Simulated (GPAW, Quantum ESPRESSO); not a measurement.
# Near-edge structure at the F K edge of CdF2 (Fm-3m), part 3 of 4

Do two independent programs agree on the F K edge of CdF2 (Fm-3m)? The same cell and functional are run with XSpectra and with GPAW.

Quantum ESPRESSO 7.5 and GPAW 26.7.0; core-hole supercells, plane-wave PAW PBE.

So far. Step 8 (Spectrum with FCH, F atom 2 (Quantum ESPRESSO)): The hole costs E(hole) − E(ground) = 684.40 eV, and the lowest empty level of the hole cell lies at 7.77 eV, which puts the zero at 692.18 eV. One term is added: -9.97 eV, since the hole is spin-paired here and a spin-polarised one costs that much less in the free atom (computed apart). The photon energy is then 682.21 eV. The functional and the charged cell's background leave an error of a few eV in such absolute values.

**9. Another broadening**

Level of this step: X-ray absorption near-edge structure, plane-wave PAW PBE, one-electron final states by a Lanczos continued fraction (Quantum ESPRESSO).

The final state's lifetime shortens with energy, so measured features broaden above the edge; the saved Lanczos coefficients are redrawn with a width that grows.

xspectra_plot.in reads:

```
&input_xspectra
   calculation='xanes_dipole', edge='K'
   prefix='x', outdir='tmp', xiabs=2, xe0=6.3548
   xonly_plot=.true., x_save_file='xanes.sav'
   xniter=3000, xcheck_conv=20, xerror=0.005
   xcoordcrys=.false., xepsilon(1)=1, xepsilon(2)=0, xepsilon(3)=0
/
&plot
   xnepoint=413, xemin=-10, xemax=45, terminator=.true., cut_occ_states=.true.
   gamma_mode='variable', gamma_energy(1)=4, gamma_energy(2)=25, gamma_value(1)=0.3, gamma_value(2)=2.5
/
&pseudos
   filecore='../F.wfc'
/
&cut_occ
   cut_desmooth=0.1, cut_stepl=0.05, cut_stepu=0.05, cut_ierror=1e-5
/
4 4 4 0 0 0
```

On the command line:

```sh
$ OMP_NUM_THREADS=1 xspectra.x -in xspectra_plot.in > xspectra_plot.out
```

Numbers of over 12 decimals in the logs are rounded to 6 here.

The log of the run:

```text
     [... banner and references ...]
Reading input_file
     -------------------------------------------------------------------------

     calculation: xanes_dipole

     xonly_plot: TRUE
        => only the spectrum plot

     main plot parameters:
        cut_occ_states: TRUE
        gamma_mode:  variable
        -> first, constant up to point ( 4.00, 0.30) [eV]
        -> then, linear up to point (25.00, 2.50) [eV]
        -> finally, constant up to xemax
        xemin [eV]: -10.00
        xemax [eV]:  45.00
        xnepoint:  413
[...]
xemin [eV]: -10.00
        xemax [eV]:  45.00
        xnepoint:  413
        energy-dependent broadening parameter:
         -> first, constant up to point ( 4.00, 0.30) [eV]
         -> then, linear up to point (25.00, 2.50) [eV]
         -> finally, constant up to xemax
        Core level energy [eV]:  -696.7
         (from electron binding energy of neutral atoms in X-ray data booklet)

     Cross-section successfully written in xanes.dat

     -------------------------------------------------------------------------
                                END JOB XSpectra
     -------------------------------------------------------------------------
[key lines of the parts left out:]
Fermi level [eV]:   4.9353
```

The job ended after 2.3 s (1 MPI rank of Arm Neoverse V2, shared host; peak memory 0.05 GiB).

With a Lorentzian half width 0.3 eV up to 4 eV, rising linearly to 2.5 eV at 25 eV (counted from xe0, 1.4 eV below the zero used here), the maxima are 3.9 eV (1.93), 7.0 eV (1.33), 9.8 eV (1.54) and 18.6 eV (1.26).

**10. Supercell with XCH, F atom 2 (Quantum ESPRESSO)**

The holes are 6.6 Å apart. The excited electron is kept in the cell, where it fills the lowest empty states and screens the hole.

Changed against the first core-hole run: core hole to XCH.

scf.in reads:

```
&control
   calculation='scf', prefix='x', pseudo_dir='../pp', outdir='tmp', tprnfor=.true.
/
&system
   ibrav=0, nat=18, ntyp=3, nbnd=97
   ecutwfc=57, ecutrho=560
   occupations='smearing', smearing='gaussian', degauss=0.003
/
&electrons
   conv_thr=1.8e-07, electron_maxstep=120
   mixing_beta=0.5
/
ATOMIC_SPECIES
Cd 1.0 Cd.pbe-n-kjpaw.UPF
F0 1.0 F.pbe-n-kjpaw-1sch.UPF
F 1.0 F.pbe-n-kjpaw.UPF
CELL_PARAMETERS angstrom
  -2.69400000 -2.69400000 -5.38800000
  -2.69400000 -2.69400000 5.38800000
  -2.69400000 5.38800000 2.69400000
ATOMIC_POSITIONS crystal
Cd   0.00000000 0.00000000 0.00000000
Cd   0.66666667 0.00000000 0.33333333
Cd   0.50000000 0.50000000 0.00000000
Cd   0.33333333 0.00000000 0.66666667
Cd   0.16666667 0.50000000 0.33333333
Cd   0.83333333 0.50000000 0.66666667
F0   0.87500000 0.62500000 0.00000000
F    0.54166667 0.62500000 0.33333333
F    0.37500000 0.12500000 0.00000000
F    0.20833333 0.62500000 0.66666667
F    0.04166667 0.12500000 0.33333333
F    0.70833333 0.12500000 0.66666667
F    0.62500000 0.87500000 0.00000000
F    0.29166667 0.87500000 0.33333333
F    0.12500000 0.37500000 0.00000000
F    0.95833333 0.87500000 0.66666667
F    0.79166667 0.37500000 0.33333333
F    0.45833333 0.37500000 0.66666667
K_POINTS automatic
4 3 4 0 0 0
```

On the command line:

```sh
$ OMP_NUM_THREADS=1 mpirun --oversubscribe --bind-to none -np 4 pw.x -nk 4 -in scf.in > scf.out
```

The log of the run:

```text
     [... banner and references ...]
[banner, memory and clock lines left out]
using ibrav=0 with symmetry is DISCOURAGED, use correct ibrav instead

     G-vector sticks info

     bravais-lattice index     =            0
     lattice parameter (alat)  =      12.4702  a.u.
     unit-cell volume          =    1583.3270 (a.u.)^3
     number of atoms/cell      =           18
     number of atomic types    =            3
     number of electrons       =       157.00
     number of Kohn-Sham states=           97
     kinetic-energy cutoff     =      57.0000  Ry
     charge density cutoff     =     560.0000  Ry
     scf convergence threshold =      1.8E-07
     mixing beta               =       0.5000
     number of iterations used =            8  plain     mixing
     Exchange-correlation= SLA  PW   PBX  PBC
                           (   1   4   3   4   0   0   0)

     celldm(1)=  12.470162  celldm(2)=   0.000000  celldm(3)=   0.000000
     celldm(4)=   0.000000  celldm(5)=   0.000000  celldm(6)=   0.000000

     crystal axes: (cart. coord. in units of alat)
               a(1) = (  -0.408248  -0.408248  -0.816497 )
               a(2) = (  -0.408248  -0.408248   0.816497 )
               a(3) = (  -0.408248   0.816497   0.408248 )

     reciprocal axes: (cart. coord. in units 2 pi/alat)
               b(1) = ( -1.020621 -0.204124 -0.612372 )
               b(2) = ( -0.612372 -0.612372  0.612372 )
               b(3) = ( -0.816497  0.816497  0.000000 )

     PseudoPot. #1 for Cd:     Pseudo is Projector augmented-wave + core cor, Zval = 12.0

     ../pp/F.pbe-n-kjpaw-1sch.UPF
     Pseudo is Projector augmented-wave + core cor, Zval =  8.0
[...]
iteration # 10     ecut=    57.00 Ry     beta= 0.50
     Davidson diagonalization with overlap
     ethr =  1.95E-10,  avg # of iterations =  3.8

     End of self-consistent calculation

          k =-0.0000 0.0000 0.0000 ( 11449 PWs)   bands (ev):

   -23.9254 -15.8130 -15.4133 -15.3959 -15.3873 -15.3699 -15.3652 -15.1719
   -15.1578 -15.1116 -15.1113 -14.7740  -5.4653  -5.4629  -5.4551  -0.6154
    -0.6134  -0.6046  -0.3736  -0.3668  -0.2675  -0.2165  -0.1652  -0.1240
[...]
12.0409  12.0778  12.4328  12.8645  13.6969  14.5855  14.9314  15.0348
    15.4603  15.9801  16.1359  16.9714  16.9934  17.4191  17.4282  17.4712
    17.7331

     [... bands of 16 further k-points ...]

     the Fermi energy is     9.4340 ev

!    total energy              =   -3018.17374086 Ry
     total all-electron energy =    -69483.546632 Ry
     estimated scf accuracy    <       0.00000013 Ry
     smearing contrib. (-TS)   =      -0.00021570 Ry
     internal energy E=F+TS    =   -3018.17352516 Ry

     The total energy is F=E-TS. E is the sum of the following terms:
     one-electron contribution =    -356.26976718 Ry
     hartree contribution      =     321.28468666 Ry
     xc contribution           =    -255.64099390 Ry
     ewald contribution        =    -885.48650716 Ry
     one-center paw contrib.   =   -1842.06094359 Ry

     convergence has been achieved in  10 iterations

     Forces acting on atoms (cartesian axes, Ry/au):

     atom    1 type  1   force =    -0.04237975   -0.04237975    0.04185593
     atom    2 type  1   force =    -0.00074426   -0.00021812    0.00074645
     atom    3 type  1   force =     0.04244143    0.04244143    0.04139666
[...]
atom   17 type  3   force =    -0.00071097   -0.02229324    0.00053164
     atom   18 type  3   force =    -0.02229324   -0.00071097    0.00053164

     Total force =     0.156388     Total SCF correction =     0.000268

     XML data file, charge density, pseudopotentials, collected wavefunctions
```

Wall time 2.5 min (4 MPI ranks); peak memory 0.6 GiB; 10 min of CPU time.

Energy with the hole: -945371.813 eV, cores included.

**11. Excitation energy, F atom 2 (Quantum ESPRESSO)**

With the excited electron kept in the cell the system stays neutral, and the energy difference is an excitation energy by itself. In a small cell that electron takes up a good share of the lowest empty band, or all of one, which shifts the value from the true onset.

The total-energy difference is 693.28 eV. With the free-atom term of -9.97 eV for this edge, the photon energy is 683.31 eV.

**12. The field without a hole (GPAW)**

The second program starts from its own ground state, on the same cell and functional.

scf.py reads:

```python
import numpy as np
from ase import Atoms
from ase.parallel import parprint, paropen
from gpaw import GPAW, PW, FermiDirac, Mixer, MixerDif, setup_paths
from gpaw.test import gen
setup_paths.insert(0, '.')
gen('F', name='nch1s', xcname='PBE', corehole=(1, 0, 0), write_xml=True)
from gpaw.mpi import world
world.barrier()

atoms = Atoms('CdF2',
    cell=[[0, 2.694, 2.694],
     [2.694, 0, 2.694],
     [2.694, 2.694, 0]],
    scaled_positions=[[0, 0, 0],
     [0.75, 0.75, 0.75],
     [0.25, 0.25, 0.25]],
    pbc=True)
atoms.calc = calc = GPAW(legacy_gpaw=True, mode=PW(500, force_complex_dtype=True), xc='PBE', setups={1: 'nch1s'},
    kpts={'size': (8, 8, 8), 'gamma': True}, occupations=FermiDirac(0.05),
    charge=0, mixer=Mixer(0.1, 5, 50), maxiter=150,
    convergence={'density': 0.0001, 'eigenstates': 1e-6}, txt='scf.txt')
energy = atoms.get_potential_energy() + calc.get_reference_energy()
ef = calc.get_fermi_level()
out = dict(energy=energy, fermi=ef, forces=atoms.get_forces().tolist())
parprint(f'all-electron energy {energy:.4f} eV, Fermi level {ef:.4f} eV')
ev = np.array([[calc.get_eigenvalues(k, s) for k in range(len(calc.get_ibz_k_points()))] for s in range(calc.get_number_of_spins())])
out['homo'], out['lumo'], out['counts'] = ev[ev < ef].max(), ev[ev > ef].min(), sorted(set((ev < ef).sum((0, 2)).tolist()))
out['filled'] = (ev[:, 0] < ef).sum(1).tolist()
import json
with paropen('out.json', 'w') as f:
    json.dump(out, f)
```

On the command line:

```sh
$ OMP_NUM_THREADS=1 mpirun -n 4 gpaw python scf.py
```

The log of the run:

```text
Input parameters:
  convergence: {density: 0.0001,
                eigenstates: 1e-06}
  kpts: {gamma: True,
         size: (8, 8, 8)}
  maxiter: 150
  mixer: {backend: pulay,
          beta: 0.1,
          method: separate,
          nmaxold: 5,
          weight: 50}
  mode: {ecut: 500.0,
         force_complex_dtype: True,
         name: pw}
  occupations: {fixmagmom: False,
                name: fermi-dirac,
[...]
2s(2) :    -1.098729     1.064204
*s    :    -0.098729
2p(5) :    -0.408283     0.779362
*p    :     0.591717
*d    :     0.000000
--------------------------------

Diagonalizing with gridspacing h=0.050

state   all-electron     PAW
-------------------------------
2s:      -1.098729    -1.100423
2p:      -0.408283    -0.410405
*d:                    0.052031
*f:                    0.079032
-------------------------------
all-electron energy -157612.0397 eV, Fermi level 3.3342 eV
[key lines of the parts left out:]
Converged after 12 iterations.
Dipole moment: (0.000000, 0.000000, 0.000000) |e|*Ang
Free energy:    -10.759661
Fermi level: 3.33422
```

Elapsed: 3.9 s, on 4 MPI ranks; peak memory 0.17 GiB; 15 s of CPU time.

The mesh shows a gap of 3.07 eV, so the hole is first treated in a charged cell, without the excited electron.

**13. Spectrum without a core hole,  (GPAW)**

Without a hole the spectrum is the empty density of states of the right symmetry on the absorber, weighted by matrix elements. It needs only the small cell and serves as the baseline. The data set with a hole of occupation 0 only carries the core orbital.

xas.py reads:

```python
import numpy as np
from ase import Atoms
from ase.parallel import parprint, paropen
from gpaw import GPAW, PW, FermiDirac, Mixer, MixerDif, setup_paths
from gpaw.test import gen
setup_paths.insert(0, '.')
gen('F', name='nch1s', xcname='PBE', corehole=(1, 0, 0), write_xml=True)
from gpaw.mpi import world
world.barrier()

atoms = Atoms('CdF2',
    cell=[[0, 2.694, 2.694],
     [2.694, 0, 2.694],
     [2.694, 2.694, 0]],
    scaled_positions=[[0, 0, 0],
     [0.75, 0.75, 0.75],
     [0.25, 0.25, 0.25]],
    pbc=True)
atoms.calc = calc = GPAW(legacy_gpaw=True, mode=PW(500, force_complex_dtype=True), xc='PBE', setups={1: 'nch1s'},
    kpts={'size': (8, 8, 8), 'gamma': True}, occupations=FermiDirac(0.02),
    charge=0, mixer=Mixer(0.1, 5, 50), maxiter=150,
    convergence={'density': 0.0001, 'eigenstates': 1e-6}, txt='scf.txt')
energy = atoms.get_potential_energy() + calc.get_reference_energy()
ef = calc.get_fermi_level()
out = dict(energy=energy, fermi=ef, forces=atoms.get_forces().tolist())
parprint(f'all-electron energy {energy:.4f} eV, Fermi level {ef:.4f} eV')
ev = np.array([[calc.get_eigenvalues(k, s) for k in range(len(calc.get_ibz_k_points()))] for s in range(calc.get_number_of_spins())])
out['homo'], out['lumo'], out['counts'] = ev[ev < ef].max(), ev[ev > ef].min(), sorted(set((ev < ef).sum((0, 2)).tolist()))
out['filled'] = (ev[:, 0] < ef).sum(1).tolist()

from ase.units import Ha
from gpaw.xas import dipole_matrix_elements
nb = int(calc.get_number_of_electrons() / 2) + 27
top = nb
nscf = calc.fixed_density(kpts={'size': (5, 5, 5), 'gamma': True},
    convergence={'eigenstates': 1.0}, txt='nscf.txt')
nscf.diagonalize_full_hamiltonian(nbands=nb)
cell = atoms.cell.array
ops = [cell.T @ U.T @ np.linalg.inv(cell.T) for U in nscf.wfs.kd.symmetry.op_scc]
filled = [13]  # bands filled in the ground state, by spin
E = np.arange(-25, 34, 0.1)
fwhm = np.interp(E, [4, 25], [0.9, 3.5])
Y, X, zero, highest = 0, 0, 1e9, 1e9
for spin in range(nscf.get_number_of_spins()):
    wfs = nscf.wfs
    A = dipole_matrix_elements(wfs.setups[1])
    eps = np.zeros((wfs.kd.nibzkpts, nb))
    d = np.zeros((3, A.shape[1], wfs.kd.nibzkpts, nb), complex)
    for kpt in wfs.kpt_u:
        if kpt.s == spin and 1 in kpt.P_ani:
            eps[kpt.k] = kpt.eps_n * Ha
            d[:, :, kpt.k] = (kpt.weight * wfs.nspins / 2) ** 0.5 * np.inner(A, kpt.P_ani[1])
    world.sum(eps)
    world.sum(d)
    T = np.einsum('amkn,bmkn->abkn', d, d.conj()).real
    T = sum(np.einsum('ai,ijkn,bj->abkn', R, T, R) for R in ops) / len(ops)
    empty = np.ones_like(eps, bool) & (np.arange(nb) >= filled[spin])
    zero, highest = min(zero, eps[empty].min()), min(highest, eps[:, top - 1].min())
    lines = [(eps, T, empty)] if spin == 0 else lines + [(eps, T, empty)]
for eps, T, empty in lines:
    f = np.einsum('aakn->akn', T).reshape(3, -1)
    x = eps.ravel() - zero
    w = np.interp(x, E, fwhm) / 2.35482
    g = np.exp(-0.5 * ((E[:, None] - x) / w) ** 2) / (w * (2 * np.pi) ** 0.5)
    Y = Y + (f * empty.ravel()) @ g.T
    X = X + (f * ~empty.ravel()) @ g.T
out.update(E=E.round(2).tolist(), xas=Y.tolist(), xes=X.tolist(), zero=zero, valid=highest - zero, nk=len(eps), nb=nb)
for i in range(0, len(E), 10):
    parprint(f'{E[i]:7.2f}', *(f'{v:10.3e}' for v in Y[:, i]))
import json
with paropen('out.json', 'w') as f:
    json.dump(out, f)
```

On the command line:

```sh
$ OMP_NUM_THREADS=1 mpirun -n 4 gpaw python xas.py
```

The log of the run:

```text
Input parameters:
  convergence: {density: 0.0001,
                eigenstates: 1e-06}
  kpts: {gamma: True,
         size: (8, 8, 8)}
  maxiter: 150
  mixer: {backend: pulay,
          beta: 0.1,
          method: separate,
          nmaxold: 5,
          weight: 50}
  mode: {ecut: 500.0,
         force_complex_dtype: True,
         name: pw}
  occupations: {fixmagmom: False,
                name: fermi-dirac,
[...]
--------------------------
Free energy:    -10.764562
Extrapolated:   -10.764562

Showing only first 2 kpts
 Kpt  Band  Eigenvalues  Occupancy
[...]
1    13      6.52250    0.00000
  1    14     12.93767    0.00000

Fermi level: 2.51921

Gap: 3.148 eV
Transition (v -> c):
  (s=0, k=3, n=12, [0.40, 0.20, -0.20]) -> (s=0, k=0, n=13, [0.00, 0.00, 0.00])
Direct/indirect transitions are different
Direct gap: 3.532 eV
Transition at: (s=0, k=0, n=12, [0.00, 0.00, 0.00])
[key lines of the parts left out:]
Converged after 4 iterations.
Dipole moment: (0.000000, 0.000000, 0.000000) |e|*Ang
```

Wall time 14 s (4 MPI ranks); peak memory 0.16 GiB.

The run ended with an error.

The program stopped, so this step gives no result.

**14. Reference energy of the supercell (GPAW)**

Total energies of two programs can't be mixed, so the cell and mesh of GPAW's hole run get a reference energy of their own.

scf.py: that of step 12 with these lines changed.

```diff
@@ -10,12 +10,27 @@
 
-atoms = Atoms('CdF2',
-    cell=[[0, 2.694, 2.694],
-     [2.694, 0, 2.694],
-     [2.694, 2.694, 0]],
+atoms = Atoms('Cd6F12',
+    cell=[[-2.694, -2.694, -5.388],
+     [-2.694, -2.694, 5.388],
+     [-2.694, 5.388, 2.694]],
     scaled_positions=[[0, 0, 0],
-     [0.75, 0.75, 0.75],
-     [0.25, 0.25, 0.25]],
+     [0.66666667, 0, 0.33333333],
+     [0.5, 0.5, 0],
+     [0.33333333, 0, 0.66666667],
+     [0.16666667, 0.5, 0.33333333],
+     [0.83333333, 0.5, 0.66666667],
+     [0.875, 0.625, 0],
+     [0.54166667, 0.625, 0.33333333],
+     [0.375, 0.125, 0],
+     [0.20833333, 0.625, 0.66666667],
+     [0.04166667, 0.125, 0.33333333],
+     [0.70833333, 0.125, 0.66666667],
+     [0.625, 0.875, 0],
+     [0.29166667, 0.875, 0.33333333],
+     [0.125, 0.375, 0],
+     [0.95833333, 0.875, 0.66666667],
+     [0.79166667, 0.375, 0.33333333],
+     [0.45833333, 0.375, 0.66666667]],
     pbc=True)
-atoms.calc = calc = GPAW(legacy_gpaw=True, mode=PW(500, force_complex_dtype=True), xc='PBE', setups={1: 'nch1s'},
-    kpts={'size': (8, 8, 8), 'gamma': True}, occupations=FermiDirac(0.05),
+atoms.calc = calc = GPAW(legacy_gpaw=True, mode=PW(500, force_complex_dtype=True), xc='PBE', setups={6: 'nch1s'},
+    kpts={'size': (3, 2, 3), 'gamma': True}, occupations=FermiDirac(0.02),
     charge=0, mixer=Mixer(0.1, 5, 50), maxiter=150,
```

On the command line:

```sh
$ OMP_NUM_THREADS=1 mpirun -n 4 gpaw python scf.py
```

The log of the run:

```text
Input parameters:
  convergence: {density: 0.0001,
                eigenstates: 1e-06}
  kpts: {gamma: True,
         size: (3, 2, 3)}
  maxiter: 150
  mixer: {backend: pulay,
          beta: 0.1,
          method: separate,
          nmaxold: 5,
          weight: 50}
  mode: {ecut: 500.0,
         force_complex_dtype: True,
         name: pw}
  occupations: {fixmagmom: False,
                name: fermi-dirac,
[...]
2s(2) :    -1.098729     1.064204
*s    :    -0.098729
2p(5) :    -0.408283     0.779362
*p    :     0.591717
*d    :     0.000000
--------------------------------

Diagonalizing with gridspacing h=0.050

state   all-electron     PAW
-------------------------------
2s:      -1.098729    -1.100423
2p:      -0.408283    -0.410405
*d:                    0.052031
*f:                    0.079032
-------------------------------
all-electron energy -945672.2741 eV, Fermi level 2.5205 eV
[key lines of the parts left out:]
Converged after 12 iterations.
Dipole moment: (0.000000, 0.000000, 0.000000) |e|*Ang
Free energy:    -64.594558
Fermi level: 2.52050
```

The job ended after 32 s (4 MPI ranks; peak memory 0.34 GiB).

Reference energy: -945672.274 eV with the cores included.

[end of part 3 of 4]

[Banner, clock and machine lines of the logs are left out without a mark of their own.]

[Logs are printed without paths, hosts, clocks, repeated set-up lines and the standing remarks that a program may print on its own settings, such as how far it seeks lower states.]

[Hosts, paths, dates, database ids (printed as entryN), source tags and the programs' standing remarks are cut or masked in the printed files.]

[Lists of maxima count a maximum above −3 eV only where it reaches 4 % of the highest in the window and stands out from its surroundings by 2 % of it (1.5 % where it reaches 55 %); shoulders and weaker maxima are passed over, and of the rest the first, up to two pre-edge ones and the few strongest are named.]
